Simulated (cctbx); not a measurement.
## Diagnosing a refinement

Cell a = 7.9140 Å, b = 7.9140 Å, c = 11.4220 Å, α = 90.00°, β = 90.00°, γ = 90.00°; space group I4/mcm (no. 140).

Simulated single-crystal data (cctbx): Mo Kα, λ = 0.71073 Å, to d = 0.75 Å, 95 % of the full sphere, strongest reflection 20000 counts, noise from counting, a 4 % proportional error and a noise floor of 15 counts (s.d.); no absorption, and some extinction, which the refinements don't model.

An anisotropic refinement with weights 1/σ² prints:

```text
Rint 0.038, 261 unique reflections to 0.75 A
cycle     R1     wR2    GooF  max shift (A)
   1  0.0723  0.1824   9.826   0.00393
   2  0.0248  0.0572   3.079   0.00003
final R1 0.0248 wR2 0.0572 GooF 3.079  parameters 23  data/parameter 11.3
atom        x        y        z      Ueq    occ   su(xyz)  su(Uiso or U11)
Sr1    0.50000  0.50000  0.25000   0.0006  1.000  0.00000  0.0003
Cu1    0.50000  0.00000  0.00000   0.0010  1.000  0.00000  0.0004
Ge1    0.61966  0.11966  0.32483   0.0089  1.000  0.00006  0.0003
Si1    0.81876  0.31876  0.38865   0.0016  1.000  0.00013  0.0004
Be1    0.56328  0.71638  0.00000   0.0034  1.000  0.00093  0.0028
difference map: max 1.49 min -1.46 rms 0.25
Q1    0.0000  0.0000  0.2229    8    1.50  0.31 A from Sr1
Q2    0.0000  0.5000  0.4727    8    1.19  0.31 A from Cu1
Q3    0.0919  0.4081  0.4094   16    0.76  1.01 A from Ge1
Q4    0.1573  0.3427  0.0723   16    0.66  0.52 A from Si1
Q5    0.1265  0.3098  0.1180   32    0.64  0.45 A from Si1
Q6    0.1978  0.3022  0.1379   16    0.60  0.36 A from Si1
```

Q: Accept it or mend it, and why?

Mend it. The fault: wrong element: Ge1 is Cu. Against the right model at the same level, R1 goes from 0.0096 to 0.0248 and GooF from 1.01 to 3.08, U of Sr1 shrinks from 0.0027 to 0.0006 Å², U of Cu1 shrinks from 0.0033 to 0.0010 Å², U of Si1 shrinks from 0.0039 to 0.0016 Å², U of Ge1 swells from 0.0042 to 0.0089 Å², the top difference peak, 1.5 e/Å³, lies on Sr1 and a hole of -1.5 e/Å³ opens. Ge1 has 3 electrons too many and its U swells to shed them, as expected.

The compound is SrBe4Cu5Si4. The right model at the same level gives:

```text
Rint 0.038, 261 unique reflections to 0.75 A
cycle     R1     wR2    GooF  max shift (A)
   1  0.0104  0.0204   1.096   0.00062
   2  0.0096  0.0187   1.008   0.00000
final R1 0.0096 wR2 0.0187 GooF 1.008  parameters 23  data/parameter 11.3
atom        x        y        z      Ueq    occ   su(xyz)  su(Uiso or U11)
Sr1    0.50000  0.50000  0.25000   0.0027  1.000  0.00000  0.0001
Cu1    0.50000  0.00000  0.00000   0.0033  1.000  0.00000  0.0001
Cu2    0.61968  0.11968  0.32479   0.0042  1.000  0.00002  0.0001
Si1    0.81875  0.31875  0.38853   0.0039  1.000  0.00004  0.0001
Be1    0.56310  0.71676  0.00000   0.0062  1.000  0.00031  0.0010
difference map: max 0.48 min -0.53 rms 0.11
Q1    0.0778  0.4222  0.2786   16    0.49  0.71 A from Cu2
Q2    0.0835  0.4165  0.4203   16    0.48  1.16 A from Cu2
Q3    0.0876  0.4124  0.1244   16    0.44  1.06 A from Si1
Q4    0.1473  0.3527  0.0668   16    0.42  0.64 A from Si1
Q5    0.0000  0.3350  0.2500   16    0.41  1.32 A from Cu2
Q6    0.1491  0.3509  0.3728   16    0.36  0.64 A from Cu2
```

The model was made for the exercise: a known structure type with other elements put in, its volume estimated, not relaxed; displacement parameters are assumed.

[Middle refinement cycles are left out of these outputs.]

[Logs are printed without paths, hosts, clocks, repeated set-up lines and the standing remarks that a program may print on its own settings, such as how far it seeks lower states.]
